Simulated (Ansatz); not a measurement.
# P on W(110): change of the work function, part 2 of 4

Wanted: Δφ(θ) for P/W(110), starting from the hollow site.

Ansatz 0.2.0; plane-wave DFT, PBE, Ansatz PAW.

So far, work function, upper face (eV): step 2 (the clean slab) 4.84.

## (3) The covered slab, k-mesh 4×4×1, coverage 0.111 ML

System of this step: PW36 (P/W(110)). The cell holds 37 atoms: 36 W and 1 P. Its edges and angles: a = 8.210 Å, b = 8.210 Å, c = 27.016 Å, α = 90.0°, β = 90.0°, γ = 70.5°. Vacuum lies along c.

The clean slab as it ended is repeated in the plane and the adsorbate is set on one face; the cell's size fixes the coverage, and the k-mesh shrinks with it to keep the sampling density about even. Adsorbate and upper layers relax, since the dipole depends on the height.

input.yaml reads:

```yaml
crystal:
  lattice:
    - [6.7033722855, -4.74, 0.0]
    - [6.7033722855, 4.74, 0.0]
    - [0.0, 0.0, 27.0158793112]
  atoms:
    - { symbol: W, position: [0.0, 0.0, 0.3331374077] }
    - { symbol: W, position: [0.1666666667, 0.1666666667, 0.4158464472] }
    - { symbol: W, position: [0.0, 0.0, 0.4999575449] }
    - { symbol: W, position: [0.1666666667, 0.1666666667, 0.5811012627] }
    - { symbol: W, position: [0.0, 0.3333333333, 0.3331374077] }
    - { symbol: W, position: [0.1666666667, 0.5, 0.4158464472] }
    - { symbol: W, position: [0.0, 0.3333333333, 0.4999575449] }
    - { symbol: W, position: [0.1666666667, 0.5, 0.5811012627] }
    - { symbol: W, position: [0.0, 0.6666666667, 0.3331374077] }
    - { symbol: W, position: [0.1666666667, 0.8333333333, 0.4158464472] }
    - { symbol: W, position: [0.0, 0.6666666667, 0.4999575449] }
    - { symbol: W, position: [0.1666666667, 0.8333333333, 0.5811012627] }
    - { symbol: W, position: [0.3333333333, 0.0, 0.3331374077] }
    - { symbol: W, position: [0.5, 0.1666666667, 0.4158464472] }
    - { symbol: W, position: [0.3333333333, 0.0, 0.4999575449] }
    - { symbol: W, position: [0.5, 0.1666666667, 0.5811012627] }
    - { symbol: W, position: [0.3333333333, 0.3333333333, 0.3331374077] }
    - { symbol: W, position: [0.5, 0.5, 0.4158464472] }
    - { symbol: W, position: [0.3333333333, 0.3333333333, 0.4999575449] }
    - { symbol: W, position: [0.5, 0.5, 0.5811012627] }
    - { symbol: W, position: [0.3333333333, 0.6666666667, 0.3331374077] }
    - { symbol: W, position: [0.5, 0.8333333333, 0.4158464472] }
    - { symbol: W, position: [0.3333333333, 0.6666666667, 0.4999575449] }
    - { symbol: W, position: [0.5, 0.8333333333, 0.5811012627] }
    - { symbol: W, position: [0.6666666667, 0.0, 0.3331374077] }
    - { symbol: W, position: [0.8333333333, 0.1666666667, 0.4158464472] }
    - { symbol: W, position: [0.6666666667, 0.0, 0.4999575449] }
    - { symbol: W, position: [0.8333333333, 0.1666666667, 0.5811012627] }
    - { symbol: W, position: [0.6666666667, 0.3333333333, 0.3331374077] }
    - { symbol: W, position: [0.8333333333, 0.5, 0.4158464472] }
    - { symbol: W, position: [0.6666666667, 0.3333333333, 0.4999575449] }
    - { symbol: W, position: [0.8333333333, 0.5, 0.5811012627] }
    - { symbol: W, position: [0.6666666667, 0.6666666667, 0.3331374077] }
    - { symbol: W, position: [0.8333333333, 0.8333333333, 0.4158464472] }
    - { symbol: W, position: [0.6666666667, 0.6666666667, 0.4999575449] }
    - { symbol: W, position: [0.8333333333, 0.8333333333, 0.5811012627] }
    - { symbol: P, position: [0.28, 0.28, 0.6668625923] }
kpoints:
  mp_grid: { grid: [4, 4, 1] }
hamiltonian:
  xc: pbe
scf:
  occupations: { method: fermi_dirac, width: 0.1 }
  convergence: { dr2_threshold: 1.0e-08 }
efield:
  axis: 3
  dipole_correction: true
  ramp_position: 0.97
  ramp_width: 0.06
relax:
  f_tol: 0.02
  max_steps: 60
  constraints:
    - { sites: [0, 1, 4, 5, 8, 9, 12, 13, 16, 17, 20, 21, 24, 25, 28, 29, 32, 33] }
output:
  write_potential: true
  write_density: true
  volumetric_format: npy
```

Started as:

```bash
> ansatz run input.yaml --threads 4 --pin off --max-ram 16384MiB --backend cpu --events-out ev --progress --plain --runs-dir out
```

What it wrote:

```text
[...]
Crystal: 37 atoms, lattice volume = 1716.804 Å³
Basis set: ecut = 420 eV, 33567 PW (Γ), exchange–correlation on 120×120×384 points (8 copies of the dense FFT grid, shifted against one another)
Bands: 306, of which v1, the nominal top of the filled ones, is band 255 counted from 1 (254 counted from 0)
Symmetry: 2 space group operations
[...]
k-points: 7 of 16 (time reversal used)
[...]
SCF iter   1: F=—  HF=-374585.280717 eV  |F-HF|=—  |Δ(HF+E_count)|=         —  Δρ=9.08e-3  dr2=1.66e1  ethr=1.77e-3  p=-0.024 e·Å  D=-2.50e-3 V/Å  ΔV_dip=0.07 eV  dr2_dipole=3.49e-4  V_vac-E_F(+/−)=5.11/5.04 eV  ⟨swp⟩=11.1  Hψ=11260  notcnv=0
[...]
SCF iter  10: F=-374584.523646 eV  HF=-374584.523646 eV  |F-HF|=1.11e-8  |Δ(HF+E_count)|=   3.47e-8  Δρ=3.96e-7  dr2=7.43e-9  ethr=1.96e-12  p=-0.080 e·Å  D=-8.45e-3 V/Å  ΔV_dip=0.23 eV  dr2_dipole=1.37e-12  V_vac-E_F(+/−)=5.13/4.90 eV  ⟨swp⟩=11.4  Hψ=15814  notcnv=0
SCF 1 converged in 10 iterations: F = -374584.523646 eV  dr2 = 7.43e-9
[...]
relax step   1: F+E_penalty+E_count = -374584.52364570 eV  Δ(F+E_penalty+E_count) = +0.000e0 eV  max|allowed force component| = 3.871e0 eV/Å  Δτ_max = 0.0000 Å  (10 SCF iters, accepted)
[...]
SCF iter   9: F=-374585.444787 eV  HF=-374585.444787 eV  |F-HF|=3.88e-8  |Δ(HF+E_count)|=   9.55e-8  Δρ=4.67e-7  dr2=4.84e-9  ethr=1.96e-12  p=-0.071 e·Å  D=-7.51e-3 V/Å  ΔV_dip=0.20 eV  dr2_dipole=6.43e-12  V_vac-E_F(+/−)=5.11/4.90 eV  ⟨swp⟩=11.9  Hψ=16087  notcnv=0
SCF 2 converged in 9 iterations: F = -374585.444787 eV  dr2 = 4.84e-9
[...]
relax step   2: F+E_penalty+E_count = -374585.44478705 eV  Δ(F+E_penalty+E_count) = -9.211e-1 eV  max|allowed force component| = 2.702e0 eV/Å  Δτ_max = 0.1949 Å  (9 SCF iters, accepted)
SCF iter   1: F=—  HF=-374585.877318 eV  |F-HF|=—  |Δ(HF+E_count)|=         —  Δρ=1.87e-3  dr2=1.71e-1  ethr=4.49e-4  p=-0.071 e·Å  D=-7.51e-3 V/Å  ΔV_dip=0.20 eV  dr2_dipole=1.17e-2  V_vac-E_F(+/−)=5.11/4.91 eV  ⟨swp⟩=5.3  Hψ=5088  notcnv=0
[...]
SCF iter   9: F=-374585.852838 eV  HF=-374585.852838 eV  |F-HF|=2.58e-8  |Δ(HF+E_count)|=   5.48e-8  Δρ=3.37e-7  dr2=3.80e-9  ethr=1.96e-12  p=-0.047 e·Å  D=-4.93e-3 V/Å  ΔV_dip=0.13 eV  dr2_dipole=2.62e-10  V_vac-E_F(+/−)=5.04/4.91 eV  ⟨swp⟩=11.6  Hψ=15598  notcnv=0
SCF 3 converged in 9 iterations: F = -374585.852838 eV  dr2 = 3.80e-9
relax step   3: F+E_penalty+E_count = -374585.85283814 eV  Δ(F+E_penalty+E_count) = -4.081e-1 eV  max|allowed force component| = 7.773e-1 eV/Å  Δτ_max = 0.1949 Å  (9 SCF iters, accepted)
[...]
relax step   4: F+E_penalty+E_count = -374586.04916919 eV  Δ(F+E_penalty+E_count) = -1.963e-1 eV  max|allowed force component| = 7.335e-1 eV/Å  Δτ_max = 0.1948 Å  (9 SCF iters, accepted)
[...]
relax step   5: F+E_penalty+E_count = -374586.16764363 eV  Δ(F+E_penalty+E_count) = -1.185e-1 eV  max|allowed force component| = 4.587e-1 eV/Å  Δτ_max = 0.1950 Å  (9 SCF iters, accepted)
[...]
relax step   6: F+E_penalty+E_count = -374586.23420052 eV  Δ(F+E_penalty+E_count) = -6.656e-2 eV  max|allowed force component| = 1.692e-1 eV/Å  Δτ_max = 0.2000 Å  (9 SCF iters, accepted)
SCF iter   1: F=—  HF=-374586.246546 eV  |F-HF|=—  |Δ(HF+E_count)|=         —  Δρ=9.07e-4  dr2=3.77e-2  ethr=7.93e-5  p=-0.016 e·Å  D=-1.65e-3 V/Å  ΔV_dip=0.04 eV  dr2_dipole=9.88e-5  V_vac-E_F(+/−)=4.96/4.91 eV  ⟨swp⟩=4.0  Hψ=4809  notcnv=0
[...]
SCF iter   8: F=-374586.242890 eV  HF=-374586.242890 eV  |F-HF|=1.62e-8  |Δ(HF+E_count)|=   8.33e-8  Δρ=3.16e-7  dr2=2.48e-9  ethr=1.96e-12  p=-0.016 e·Å  D=-1.66e-3 V/Å  ΔV_dip=0.04 eV  dr2_dipole=3.72e-13  V_vac-E_F(+/−)=4.96/4.91 eV  ⟨swp⟩=11.9  Hψ=16120  notcnv=0
SCF 7 converged in 8 iterations: F = -374586.242890 eV  dr2 = 2.48e-9
relax step   7: F+E_penalty+E_count = -374586.24289037 eV  Δ(F+E_penalty+E_count) = -8.690e-3 eV  max|allowed force component| = 9.238e-3 eV/Å  Δτ_max = 0.0962 Å  (8 SCF iters, accepted)
NSCF: frozen V_eff on 7 k-points
[...]
SCF converged after 8 iterations
Free energy (F): -374586.242890 eV
[...]
Internal energy: -374585.391972 eV  (E = F + TS)
E sigma→0 (E₀):  -374585.817431 eV
Entropy (-TS):   -0.850918 eV (-22.998 meV/atom)
Fermi energy:    4.418552 eV
Dipole field:    D = -0.001663 V/Å  (p = -0.015776 e·Å, saw-weighted, corrected)
Work function:   Φ+ = 4.9552 eV   Φ− = 4.9103 eV
[...]
--- Forces (eV/Å), atoms counted from 1 ---
  atom   1  W     -0.02560802    -0.00000000     0.39585025
  atom   2  W      0.02652782     0.00000000    -0.23713517
  atom   3  W     -0.00545846    -0.00000000     0.00538497
  atom   4  W      0.00486480     0.00000000     0.00371191
  atom   5  W      0.01206945    -0.02625839     0.34699138
  atom   6  W     -0.00352277    -0.03089033    -0.37046749
  atom   7  W      0.00923789    -0.00240448    -0.00188309
  atom   8  W     -0.00584504     0.00066187     0.00552864
  atom   9  W     -0.00019860    -0.04115220     0.34601494
  atom  10  W      0.10632160    -0.02461059    -0.41031404
  atom  11  W      0.00171243    -0.00192710    -0.00168848
  atom  12  W      0.00286788    -0.00152811    -0.00310770
  atom  13  W      0.01206945     0.02625839     0.34699138
  atom  14  W     -0.00352277     0.03089033    -0.37046749
  atom  15  W      0.00923789     0.00240448    -0.00188309
  atom  16  W     -0.00584504    -0.00066187     0.00552864
  atom  17  W     -0.00007031    -0.00000000     0.37843222
  atom  18  W     -0.03031971     0.00000000    -0.23788957
  atom  19  W      0.00241587    -0.00000000     0.00106219
  atom  20  W     -0.00538940    -0.00000000    -0.00157074
  atom  21  W     -0.01160570    -0.02621536     0.34714780
  atom  22  W     -0.11022450     0.02340555    -0.40834084
  atom  23  W      0.00628706     0.00093728     0.00414209
  atom  24  W     -0.00232488     0.00178010    -0.00042011
  atom  25  W     -0.00019860     0.04115220     0.34601494
  atom  26  W      0.10632160     0.02461059    -0.41031404
  atom  27  W      0.00171243     0.00192710    -0.00168848
  atom  28  W      0.00286788     0.00152811    -0.00310770
  atom  29  W     -0.01160570     0.02621536     0.34714780
  atom  30  W     -0.11022450    -0.02340555    -0.40834084
  atom  31  W      0.00628706    -0.00093728     0.00414209
  atom  32  W     -0.00232488    -0.00178010    -0.00042011
  atom  33  W      0.02617022    -0.00000000     0.39585202
  atom  34  W     -0.00222545     0.00000000    -0.40221778
  atom  35  W     -0.00085168     0.00000000    -0.00478452
  atom  36  W     -0.00219785     0.00000000    -0.00025145
  atom  37  P      0.00260247     0.00000000    -0.00365148
  max |Σ_I F_I| component: 9.94e-6 eV/Å
--- Band table (eV; the first three rows and the last of 7) ---
  k-point 0: bands = [... 251 lower, 4.1657, 4.2113, 4.2177, 4.4228, 4.8944, 4.9283, 5.0381, 5.1980, ... 47 higher]
  k-point 1: bands = [... 251 lower, 4.3472, 4.4072, 4.4585, 4.5124, 4.5580, 4.6009, 4.6697, 4.7866, ... 47 higher]
  k-point 2: bands = [... 251 lower, 4.3887, 4.4310, 4.4728, 4.5462, 4.6178, 4.6213, 4.6709, 4.8426, ... 47 higher]
  k-point 6: bands = [... 251 lower, 3.8430, 3.9693, 3.9832, 4.2266, 4.2386, 4.2877, 4.3683, 4.5298, ... 47 higher]
--- Relaxed structure (7 steps of the walk, 7 accepted, 0 SCFs on fresh bases) ---
  F+E_penalty+E_count = -374586.24289037 eV   max|allowed force component| = 9.238e-3 eV/Å
  atoms:
    - { symbol: W, position: [0.0, 0.0, 0.3331374077] }
    - { symbol: W, position: [0.1666666667, 0.1666666667, 0.4158464472] }
    - { symbol: W, position: [0.001419, 0.001419, 0.500041] }
    - { symbol: W, position: [0.170001, 0.170001, 0.583497] }
    - { symbol: W, position: [2.775558e-17, 0.333333, 0.3331374077] }
    - { symbol: W, position: [0.1666666667, 0.5, 0.4158464472] }
    - { symbol: W, position: [0.000119386, 0.334411, 0.500212] }
    - { symbol: W, position: [0.157274, 0.509396, 0.581472] }
    - { symbol: W, position: [5.551115e-17, 0.666667, 0.3331374077] }
    - { symbol: W, position: [0.166667, 0.833333, 0.4158464472] }
    - { symbol: W, position: [-0.00190179, 0.668495, 0.498881] }
    - { symbol: W, position: [0.167286, 0.837479, 0.580625] }
    - { symbol: W, position: [0.333333, 2.775558e-17, 0.3331374077] }
    - { symbol: W, position: [0.5, 0.1666666667, 0.4158464472] }
    - { symbol: W, position: [0.334411, 0.000119386, 0.500212] }
    - { symbol: W, position: [0.509396, 0.157274, 0.581472] }
    - { symbol: W, position: [0.3333333333, 0.3333333333, 0.3331374077] }
    - { symbol: W, position: [0.5, 0.5, 0.4158464472] }
    - { symbol: W, position: [0.333274, 0.333274, 0.500012] }
    - { symbol: W, position: [0.496593, 0.496593, 0.583520] }
    - { symbol: W, position: [0.333333, 0.6666666667, 0.3331374077] }
    - { symbol: W, position: [0.5, 0.833333, 0.4158464472] }
    - { symbol: W, position: [0.332161, 0.666371, 0.500201] }
    - { symbol: W, position: [0.499308, 0.829112, 0.580617] }
    - { symbol: W, position: [0.666667, 5.551115e-17, 0.3331374077] }
    - { symbol: W, position: [0.833333, 0.166667, 0.4158464472] }
    - { symbol: W, position: [0.668495, -0.00190179, 0.498881] }
    - { symbol: W, position: [0.837479, 0.167286, 0.580625] }
    - { symbol: W, position: [0.6666666667, 0.333333, 0.3331374077] }
    - { symbol: W, position: [0.833333, 0.5, 0.4158464472] }
    - { symbol: W, position: [0.666371, 0.332161, 0.500201] }
    - { symbol: W, position: [0.829112, 0.499308, 0.580617] }
    - { symbol: W, position: [0.6666666667, 0.6666666667, 0.3331374077] }
    - { symbol: W, position: [0.8333333333, 0.8333333333, 0.4158464472] }
    - { symbol: W, position: [0.665192, 0.665192, 0.500067] }
    - { symbol: W, position: [0.833329, 0.833329, 0.579784] }
    - { symbol: P, position: [0.333155, 0.333155, 0.645417] }
```

Elapsed: 20 min, on 4 threads of Arm Neoverse V1, shared host; peak memory 9.5 GiB.

Step by step:

```csv
step,energy less that of the first step (eV),largest force component (eV/Å)
1,0.0000,3.8708
2,-0.9211,2.7024
3,-1.3292,0.7773
4,-1.5255,0.7335
5,-1.6440,0.4587
6,-1.7106,0.1692
7,-1.7192,0.0092
```

The run keeps the 2 symmetry operations that the program found, so distortions that break them were not tested.

The atoms that moved most (Å):

| atom | dx | dy | dz | length |
| --- | --- | --- | --- | --- |
| P37 | 0.713 | 0.000 | -0.579 | 0.918 |
| W8 | 0.000 | 0.089 | 0.010 | 0.090 |
| W16 | 0.000 | -0.089 | 0.010 | 0.090 |
| W20 | -0.046 | 0.000 | 0.065 | 0.080 |
| W4 | 0.045 | 0.000 | 0.065 | 0.079 |
| W32 | -0.033 | 0.017 | -0.013 | 0.039 |
| W24 | -0.033 | -0.017 | -0.013 | 0.039 |
| W28 | 0.032 | -0.017 | -0.013 | 0.038 |

Final coordinates:

```xyz
37
Lattice="6.7034 -4.7400 0.0000 6.7034 4.7400 0.0000 0.0000 0.0000 27.0159" Properties=species:S:1:pos:R:3
W     0.0000    0.0000    9.0000
W     2.2345    0.0000   11.2345
W     0.0190    0.0000   13.5090
W     2.2792    0.0000   15.7637
W     2.2345    1.5800    9.0000
W     4.4689    1.5800   11.2345
W     2.2425    1.5845   13.5137
W     4.4689    1.6691   15.7090
W     4.4689    3.1600    9.0000
W     6.7034    3.1600   11.2345
W     4.4684    3.1777   13.4777
W     6.7353    3.1767   15.6861
W     2.2345   -1.5800    9.0000
W     4.4689   -1.5800   11.2345
W     2.2425   -1.5845   13.5137
W     4.4689   -1.6691   15.7090
W     4.4689    0.0000    9.0000
W     6.7034    0.0000   11.2345
W     4.4681    0.0000   13.5083
W     6.6577    0.0000   15.7643
W     6.7034    1.5800    9.0000
W     8.9378    1.5800   11.2345
W     6.6935    1.5842   13.5134
W     8.9049    1.5633   15.6859
W     4.4689   -3.1600    9.0000
W     6.7034   -3.1600   11.2345
W     4.4684   -3.1777   13.4777
W     6.7353   -3.1767   15.6861
W     6.7034   -1.5800    9.0000
W     8.9378   -1.5800   11.2345
W     6.6935   -1.5842   13.5134
W     8.9049   -1.5633   15.6859
W     8.9378    0.0000    9.0000
W    11.1723    0.0000   11.2345
W     8.9181    0.0000   13.5098
W    11.1722    0.0000   15.6634
P     4.4665    0.0000   17.4365
```

Read from the output:

| Property | Result |
| --- | --- |
| energy at zero smearing | -374585.8174 eV |
| work function, upper face | 4.955 eV |
| work function, lower face | 4.910 eV |
| dipole along the normal | -0.01578 e·Å |
| step between the vacuum levels | 0.04492 eV |

Running mean over 2.234 Å of the planar mean; the ramp of the sawtooth is left out. The electron's electrostatic potential energy less the Fermi level by z:

| z (Å) | electron's electrostatic potential energy less the Fermi level (eV) |
| --- | --- |
| 4 | 4.91 |
| 5 | 4.90 |
| 6 | 4.76 |
| 7 | 3.29 |
| 8 | -5.76 |
| 9 | -12.2 |
| 10 | -12.6 |
| 11 | -12.7 |
| 12 | -12.5 |
| 13 | -12.6 |
| 14 | -12.9 |
| 15 | -12.8 |
| 16 | -11.8 |
| 17 | -3.39 |
| 18 | 3.05 |
| 19 | 4.62 |
| 20 | 4.94 |
| 21 | 4.95 |
| 22 | 4.96 |
| 23 | 4.96 |

The relaxation took 7 steps and lowered the energy by 1.7 eV; the largest force on the free atoms ends at 0.0092 eV/Å.

The covered face has 4.96 eV, +0.11 eV against the clean one; the bare back face has moved by +0.01 eV, a measure of how thin the slab is.

(Continued in part 3 of 4.)

[Long decimals in the printed logs are rounded to 6 places.]

[Logs are printed without paths, hosts, clocks, repeated set-up lines and the standing remarks that a program may print on its own settings, such as how far it seeks lower states.]

[Hosts, paths, dates, database ids (printed as entryN), source tags and the programs' standing remarks are cut or masked in the printed files.]

[Maps of the electrostatic potential energy from Ansatz leave out the sawtooth potential of an applied field or a dipole correction, so their vacuum need not be flat; planar profiles and work functions include it.]
